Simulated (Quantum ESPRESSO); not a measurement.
# W(110), 5 layers against a metal electrode, stepped through the charge of the slab, part 2 of 4

Aim: how the results for W(110), 5 layers against a metal electrode change with the charge of the slab.

Quantum ESPRESSO 7.5; plane-wave DFT, PBE, GBRV ultrasoft pseudopotentials.

So far. Step 2 (Variable-cell relaxation of the reference):  The last row is no step: it is a fresh SCF in the final cell with a new plane-wave basis, -1 meV from the row before.

### 3. Relaxing the ions of the reference

What the set-up leaves free in this member is relaxed.

System of this step: W(110), 5 layers. The cell holds 5 atoms: 5 W. Its edges and angles: a = 2.756 Å, b = 2.756 Å, c = 24.106 Å, α = 90.0°, β = 90.0°, γ = 70.5°. It derives from W. Vacuum lies along c.

Contents of ref.relax.in:

```
&control
  prefix = 'ref.relax'
  outdir = './out'
  pseudo_dir = './pseudo'
  nstep = 40
  forc_conv_thr = 0.001
  calculation = 'relax'
/
&system
  ibrav = 0
  nat = 5
  ntyp = 1
  ecutwfc = 40
  ecutrho = 200
  occupations = 'smearing'
  smearing = 'mv'
  degauss = 0.02
/
&electrons
  conv_thr = 1e-08
  mixing_beta = 0.4
  electron_maxstep = 120
  mixing_mode = 'local-TF'
/
&ions
/
ATOMIC_SPECIES
  W   183.8400  w_pbe_v1.2.uspp.F.UPF
CELL_PARAMETERS angstrom
  2.25011911967543 -1.59107448800000 0.00000000000000
  2.25011911967543 1.59107448800000 0.00000000000000
  0.00000000000000 0.00000000000000 24.10561402300550
ATOMIC_POSITIONS crystal
  W   0.000000000000 0.000000000000 0.313311611351
  W   0.500000000000 0.500000000000 0.406655805675
  W   0.000000000000 0.000000000000 0.500000000000 0 0 0
  W   0.500000000000 0.500000000000 0.593344194325
  W   0.000000000000 0.000000000000 0.686688388649
K_POINTS automatic
  12 12 1 0 0 0
```

Launch:

```bash
$ OMP_NUM_THREADS=1 mpirun -n 4 pw.x -nk 4 -in ref.relax.in > ref.relax.out
```

What it wrote:

```text
[banner, memory and clock lines left out]
Program PWSCF v.7.5 starts

          URL

     Message from routine setup:
     using ibrav=0 with symmetry is DISCOURAGED, use correct ibrav instead

     G-vector sticks info

     bravais-lattice index     =            0
     lattice parameter (alat)  =       5.2077  a.u.
     unit-cell volume          =    1164.7717 (a.u.)^3
     number of atoms/cell      =            5
     number of atomic types    =            1
     number of electrons       =        70.00
     number of Kohn-Sham states=           42
     kinetic-energy cutoff     =      40.0000  Ry
     charge density cutoff     =     200.0000  Ry
     scf convergence threshold =      1.0E-08
     mixing beta               =       0.4000
     number of iterations used =            8  local-TF  mixing
     energy convergence thresh.=      1.0E-04
     force convergence thresh. =      1.0E-03
     Exchange-correlation= SLA  PW   PBE  PBE
                           (   1   4   3   4   0   0   0)
     nstep                     =           40

     celldm(1)=   5.207749  celldm(2)=   0.000000  celldm(3)=   0.000000
     celldm(4)=   0.000000  celldm(5)=   0.000000  celldm(6)=   0.000000

     crystal axes: (cart. coord. in units of alat)
               a(1) = (   0.816497  -0.577350   0.000000 )
               a(2) = (   0.816497   0.577350   0.000000 )
               a(3) = (   0.000000   0.000000   8.747160 )

     reciprocal axes: (cart. coord. in units 2 pi/alat)
               b(1) = (  0.612372 -0.866025  0.000000 )
               b(2) = (  0.612372  0.866025 -0.000000 )
               b(3) = ( -0.000000  0.000000  0.114323 )

     PseudoPot. # 1 for W  read from file:
     ./pseudo/w_pbe_v1.2.uspp.F.UPF
     Pseudo is Ultrasoft + core correction, Zval = 14.0
     Generated by new atomic code, or converted to UPF format
     Using radial grid of  923 points,  8 beta functions with:
                l(1) =   0
                l(2) =   0
                l(3) =   0
                l(4) =   1
                l(5) =   1
                l(6) =   2
                l(7) =   2
                l(8) =   3
     Q(r) pseudized with  6 coefficients,  rinner =    1.350   1.350   1.350
                                                       1.350   1.350   1.350
                                                       1.350

     atomic species   valence    mass     pseudopotential
     W                14.00   183.84000     W ( 1.00)

      8 Sym. Ops., with inversion, found

   Cartesian axes

     site n.     atom                  positions (alat units)
         1        W      tau(   1) = (   0.0000000   0.0000000   2.7405867  )
         2        W      tau(   2) = (   0.8164966   0.0000000   3.5570833  )
         3        W      tau(   3) = (   0.0000000   0.0000000   4.3735799  )
         4        W      tau(   4) = (   0.8164966   0.0000000   5.1900765  )
         5        W      tau(   5) = (   0.0000000   0.0000000   6.0065730  )

     number of k points=    43  Marzari-Vanderbilt smearing, width (Ry)=  0.0200
                       cart. coord. in units 2pi/alat
        k(    1) = (   0.0000000   0.0000000   0.0000000), wk =   0.0138889
        k(    2) = (   0.0510310   0.0721688   0.0000000), wk =   0.0555556
        k(    3) = (   0.1020621   0.1443376   0.0000000), wk =   0.0555556
        k(    4) = (   0.1530931   0.2165064   0.0000000), wk =   0.0555556
        k(    5) = (   0.2041241   0.2886751   0.0000000), wk =   0.0555556
        k(    6) = (   0.2551552   0.3608439   0.0000000), wk =   0.0555556
        k(    7) = (  -0.3061862  -0.4330127   0.0000000), wk =   0.0277778
        k(    8) = (   0.1020621  -0.0000000   0.0000000), wk =   0.0277778
        k(    9) = (   0.1530931   0.0721688   0.0000000), wk =   0.0555556
        k(   10) = (   0.2041241   0.1443376   0.0000000), wk =   0.0555556
        k(   11) = (   0.2551552   0.2165064   0.0000000), wk =   0.0555556
        k(   12) = (   0.3061862   0.2886751   0.0000000), wk =   0.0555556
        k(   13) = (  -0.2551552  -0.5051815   0.0000000), wk =   0.0555556
        k(   14) = (  -0.2041241  -0.4330127   0.0000000), wk =   0.0555556
        k(   15) = (  -0.1530931  -0.3608439   0.0000000), wk =   0.0555556
        k(   16) = (  -0.1020621  -0.2886751   0.0000000), wk =   0.0555556
        k(   17) = (  -0.0510310  -0.2165064   0.0000000), wk =   0.0555556
        k(   18) = (  -0.0000000  -0.1443376   0.0000000), wk =   0.0277778
        k(   19) = (   0.2041241  -0.0000000   0.0000000), wk =   0.0277778
        k(   20) = (   0.2551552   0.0721688   0.0000000), wk =   0.0555556
        k(   21) = (   0.3061862   0.1443376   0.0000000), wk =   0.0555556
        k(   22) = (   0.3572173   0.2165064   0.0000000), wk =   0.0555556
        k(   23) = (  -0.2041241  -0.5773503   0.0000000), wk =   0.0555556
        k(   24) = (  -0.1530931  -0.5051815   0.0000000), wk =   0.0555556
        k(   25) = (  -0.1020621  -0.4330127   0.0000000), wk =   0.0555556
        k(   26) = (  -0.0510310  -0.3608439   0.0000000), wk =   0.0555556
        k(   27) = (   0.0000000  -0.2886751   0.0000000), wk =   0.0277778
        k(   28) = (   0.3061862   0.0000000   0.0000000), wk =   0.0277778
        k(   29) = (   0.3572173   0.0721688   0.0000000), wk =   0.0555556
        k(   30) = (   0.4082483   0.1443376   0.0000000), wk =   0.0555556
        k(   31) = (  -0.1530931  -0.6495191   0.0000000), wk =   0.0555556
        k(   32) = (  -0.1020621  -0.5773503   0.0000000), wk =   0.0555556
        k(   33) = (  -0.0510310  -0.5051815   0.0000000), wk =   0.0555556
        k(   34) = (   0.0000000  -0.4330127   0.0000000), wk =   0.0277778
        k(   35) = (   0.4082483  -0.0000000   0.0000000), wk =   0.0277778
        k(   36) = (   0.4592793   0.0721688   0.0000000), wk =   0.0555556
        k(   37) = (  -0.1020621  -0.7216878   0.0000000), wk =   0.0555556
        k(   38) = (  -0.0510310  -0.6495191   0.0000000), wk =   0.0555556
        k(   39) = (  -0.0000000  -0.5773503   0.0000000), wk =   0.0277778
        k(   40) = (   0.5103104  -0.0000000   0.0000000), wk =   0.0277778
        k(   41) = (  -0.0510310  -0.7938566   0.0000000), wk =   0.0555556
        k(   42) = (   0.0000000  -0.7216878   0.0000000), wk =   0.0277778
        k(   43) = (  -0.6123724   0.0000000   0.0000000), wk =   0.0138889

     Dense  grid:    55803 G-vectors     FFT dimensions: (  24,  24, 216)

     Smooth grid:    39855 G-vectors     FFT dimensions: (  24,  24, 192)

     Initial potential from superposition of free atoms

[...]
-66.1840 -66.1801 -66.1381 -66.0357 -66.0357 -30.9527 -30.9090 -30.8741
   -30.7147 -30.6813 -30.5602 -30.5106 -30.4429 -30.4369 -30.2903 -30.2697
   -30.1686 -30.1184 -30.0344 -30.0138   3.3296   3.3608   3.6781   3.7186
     4.1969   4.3321   4.7443   4.9299   5.2098   5.3811   5.7538   6.2737
     6.8871   7.2216   7.2547   8.0544   8.1017   8.9886   9.8595  10.3948
    10.4062  10.9806

          k =-0.0510-0.5052 0.0000 (  4972 PWs)   bands (ev):

   -66.1879 -66.1875 -66.1500 -66.0452 -66.0452 -30.9025 -30.8334 -30.8059
   -30.6454 -30.6231 -30.5586 -30.4766 -30.4293 -30.3641 -30.3051 -30.2669
   -30.1868 -30.1003 -30.0642 -30.0144   3.3422   3.3960   3.6633   4.0767
     4.5119   4.5577   4.8179   4.8545   5.2608   5.5168   6.0447   6.3007
     6.5644   7.1507   7.2618   7.5095   8.2892   9.3214   9.9563  10.4216
    10.5024  10.9586

          k = 0.0000-0.4330 0.0000 (  4984 PWs)   bands (ev):

   -66.2015 -66.2008 -66.1628 -66.0580 -66.0580 -30.8645 -30.8060 -30.7440
   -30.6380 -30.4982 -30.4605 -30.3932 -30.3740 -30.3590 -30.1957 -30.1869
   -30.1858 -30.0788 -30.0703 -29.9984   2.8094   3.0920   3.6193   4.3000
     4.7522   4.8011   4.9123   5.0438   5.0464   5.5464   5.9864   6.2065
     6.3035   6.7993   6.9638   7.1320   8.2410   9.1956   9.4520  10.0367
    10.5096  10.8648

          k = 0.4082-0.0000 0.0000 (  4942 PWs)   bands (ev):

   -66.2050 -66.1885 -66.1283 -66.0323 -66.0319 -30.8111 -30.7838 -30.7655
   -30.7013 -30.6015 -30.5565 -30.5199 -30.4463 -30.4438 -30.3330 -30.3212
   -30.1400 -30.1236 -30.0762 -29.9376   1.9162   2.7523   3.0877   3.2947
     3.4531   3.6885   4.3219   4.8424   5.2550   5.7043   6.1590   7.3923
     7.4184   7.8154   8.3393   8.5941   9.0704   9.1160   9.3899   9.5128
    10.0218  10.1550

          k = 0.4593 0.0722 0.0000 (  4976 PWs)   bands (ev):

   -66.1920 -66.1770 -66.1193 -66.0228 -66.0225 -30.9218 -30.8749 -30.7820
   -30.7456 -30.6412 -30.6022 -30.5855 -30.5019 -30.5012 -30.3669 -30.3101
   -30.1756 -30.1620 -30.0642 -29.9461   2.2196   2.9713   2.9715   3.0389
     3.4563   3.5913   4.1455   4.6687   4.9950   5.4250   6.2303   7.4293
     7.7547   7.8627   8.3888   8.9990   9.2120   9.2589   9.5050   9.8940
    10.7213  11.0713

          k =-0.1021-0.7217 0.0000 (  4984 PWs)   bands (ev):

   -66.1822 -66.1702 -66.1169 -66.0193 -66.0191 -30.9656 -30.9244 -30.8414
   -30.7397 -30.6831 -30.6312 -30.6128 -30.5438 -30.4888 -30.4160 -30.2928
   -30.1958 -30.1845 -30.0459 -29.9745   2.6988   2.9733   3.1037   3.3868
     3.5285   3.7267   4.3646   4.6193   4.7851   5.0170   6.2096   6.7017
     7.8639   7.9661   8.1129   9.0668   9.3534   9.5552   9.6362  10.0760
    10.4074  11.1023

          k =-0.0510-0.6495 0.0000 (  4984 PWs)   bands (ev):

   -66.1779 -66.1700 -66.1225 -66.0227 -66.0227 -30.9177 -30.8879 -30.8311
   -30.7605 -30.6833 -30.6397 -30.6295 -30.5210 -30.5094 -30.4217 -30.3235
   -30.2142 -30.1557 -30.0375 -30.0202   3.2268   3.3127   3.4123   3.7717
     3.8538   3.9437   4.6309   4.6668   4.8402   4.9440   6.0070   6.0752
     7.1642   7.9509   8.0203   8.4950   9.4242   9.9112  10.1719  10.2903
    10.4288  11.0868

          k =-0.0000-0.5774 0.0000 (  4978 PWs)   bands (ev):

   -66.1798 -66.1763 -66.1348 -66.0322 -66.0322 -30.8484 -30.8155 -30.7918
   -30.7351 -30.7152 -30.6157 -30.6023 -30.4416 -30.4316 -30.4276 -30.3477
   -30.2039 -30.1322 -30.0619 -30.0360   3.6462   3.7427   3.8079   3.8868
     4.1460   4.1592   4.4937   4.8797   5.0207   5.6075   5.6900   6.0698
     6.6803   7.6614   7.6825   7.7827   9.0663   9.7846  10.2435  10.6134
    10.6275  10.7328

          k = 0.5103-0.0000 0.0000 (  4964 PWs)   bands (ev):

   -66.1829 -66.1677 -66.1096 -66.0133 -66.0129 -31.0128 -30.9459 -30.7969
   -30.7188 -30.6827 -30.6108 -30.6094 -30.5991 -30.5751 -30.3962 -30.3170
   -30.2133 -30.1958 -30.0700 -29.9371   2.0818   2.6252   2.6984   2.8071
     3.3193   3.3574   3.7477   4.6689   4.9124   5.8606   6.1587   7.6802
     8.1635   8.3232   8.8876   8.9551   9.7679   9.7891   9.8951  11.1440
    11.7003  11.7602

          k =-0.0510-0.7939 0.0000 (  4986 PWs)   bands (ev):

   -66.1768 -66.1628 -66.1065 -66.0098 -66.0095 -31.0492 -30.9789 -30.8270
   -30.7210 -30.7057 -30.6475 -30.6375 -30.6251 -30.5640 -30.4261 -30.3107
   -30.2230 -30.2193 -30.0604 -29.9470   2.2214   2.6234   2.6268   2.8770
     3.3598   3.3602   3.7556   4.6808   4.7779   5.5319   6.4076   7.1571
     8.2489   8.5241   9.1420   9.1537   9.5695   9.8517  10.1034  11.3914
    11.5708  11.8788

          k = 0.0000-0.7217 0.0000 (  5000 PWs)   bands (ev):

   -66.1751 -66.1636 -66.1110 -66.0133 -66.0131 -31.0072 -30.9377 -30.7837
   -30.7679 -30.7370 -30.6420 -30.6101 -30.6026 -30.5941 -30.4412 -30.3264
   -30.2320 -30.1935 -30.0470 -29.9776   2.6623   2.8192   2.9395   3.2770
     3.5247   3.6791   4.1722   4.6343   4.7750   5.0851   6.3272   6.3925
     7.7183   8.4761   8.8130   9.0510   9.8289  10.1440  10.2726  11.1012
    11.3146  11.4248

          k =-0.6124 0.0000 0.0000 (  4958 PWs)   bands (ev):

   -66.1748 -66.1600 -66.1027 -66.0063 -66.0060 -31.0855 -31.0118 -30.8507
   -30.7118 -30.6893 -30.6751 -30.6661 -30.6273 -30.5668 -30.4237 -30.3092
   -30.2400 -30.2222 -30.0667 -29.9359   2.0476   2.4445   2.4973   2.6841
     3.1939   3.2793   3.5396   4.6820   4.7926   5.7538   6.4908   7.6068
     8.3164   8.6991   8.7983   9.6441   9.7082   9.8366   9.9190  11.8356
    11.9495  12.6584

     the Fermi energy is     7.9124 ev

!    total energy              =    -795.47093539 Ry
     estimated scf accuracy    <          7.3E-11 Ry
     smearing contrib. (-TS)   =      -0.00080355 Ry
     internal energy E=F+TS    =    -795.47013184 Ry

     The total energy is F=E-TS. E is the sum of the following terms:
     one-electron contribution =   -5427.98739000 Ry
     hartree contribution      =    2718.72913327 Ry
     xc contribution           =    -205.92232464 Ry
     ewald contribution        =    2119.71044952 Ry

     convergence has been achieved in  11 iterations

     negative rho (up, down):  3.373E-01 0.000E+00

     Forces acting on atoms (cartesian axes, Ry/au):

     atom    1 type  1   force =     0.00000000    0.00000000    0.00214179
     atom    2 type  1   force =     0.00000000    0.00000000    0.00499904
     atom    3 type  1   force =     0.00000000    0.00000000    0.00000000
     atom    4 type  1   force =     0.00000000    0.00000000   -0.00499904
     atom    5 type  1   force =     0.00000000    0.00000000   -0.00214179

     Total force =     0.007691     Total SCF correction =     0.000037
     Energy error            =      6.8E-05 Ry
     Gradient error          =      5.0E-03 Ry/Bohr

     number of scf cycles    =   5
     number of bfgs steps    =   4

     energy             old  =    -795.4708671606 Ry
     energy             new  =    -795.4709353929 Ry

     CASE: energy            _new < energy            _old

     WARNING: bfgs curvature condition failed, Theta= 0.994
     new trust radius        =       0.0091238636 bohr
     new conv_thr            =            1.0E-10 Ry

ATOMIC_POSITIONS (crystal)
W                0.0000000000        0.0000000000        0.3151754133
W                0.5000000000        0.5000000000        0.4056989787
W                0.0000000000        0.0000000000        0.5000000000    0   0   0
W                0.5000000000        0.5000000000        0.5943010213
W                0.0000000000        0.0000000000        0.6848245867

     XML data file
     NEW-OLD atomic charge density approx. for the potential

     negative rho (up, down):  3.377E-01 0.000E+00

     per-process dynamical memory:   101.0 Mb

     Self-consistent Calculation

     iteration #  1     ecut=    40.00 Ry     beta= 0.40
     Davidson diagonalization with overlap
     ethr =  1.00E-06,  avg # of iterations =  4.1

     negative rho (up, down):  3.377E-01 0.000E+00

     total energy              =    -795.47101728 Ry
     estimated scf accuracy    <       0.00044084 Ry

     iteration #  2     ecut=    40.00
```

It took 14 min on 4 MPI ranks of Intel Xeon at 2.70GHz, shared host; peak memory 0.82 GiB.

The steps of the relaxation:

| step | energy less that of the first step (eV) | largest force (eV/Å) |
| --- | --- | --- |
| 1 | 0.0000 | 0.5822 |
| 2 | -0.0219 | 0.3932 |
| 3 | -0.0337 | 0.2100 |
| 4 | -0.0365 | 0.1150 |
| 5 | -0.0375 | 0.1285 |
| 6 | -0.0386 | 0.1203 |
| 7 | -0.0401 | 0.0894 |
| 8 | -0.0413 | 0.0236 |

The atoms that moved most (Å):

| atom | dx | dy | dz | length |
| --- | --- | --- | --- | --- |
| W1 | 0.000 | 0.000 | 0.063 | 0.063 |
| W5 | 0.000 | 0.000 | -0.063 | 0.063 |
| W2 | 0.000 | 0.000 | -0.008 | 0.008 |
| W4 | 0.000 | 0.000 | 0.008 | 0.008 |

The relaxed structure:

```xyz
5
Lattice="2.2501 -1.5911 0.0000 2.2501 1.5911 0.0000 0.0000 0.0000 24.1056" Properties=species:S:1:pos:R:3
W     0.0000    0.0000    7.6156
W     2.2501    0.0000    9.7942
W     0.0000    0.0000   12.0528
W     2.2501    0.0000   14.3114
W     0.0000    0.0000   16.4900
```

The relaxation lowers the energy by 8 meV an atom. On the free atoms the largest force ends at 0.024 eV/Å.

Read from the output:

```
free energy  : -10822.9373 eV
Fermi energy : 7.913 eV
```

[end of part 2 of 4]

[Logs are printed without paths, hosts, clocks, repeated set-up lines and the standing remarks that a program may print on its own settings, such as how far it seeks lower states.]

[Hosts, paths, dates, database ids (printed as entryN), source tags and the programs' standing remarks are cut or masked in the printed files.]

[Maps of the electrostatic potential energy from Ansatz leave out the sawtooth potential of an applied field or a dipole correction, so their vacuum need not be flat; planar profiles and work functions include it.]
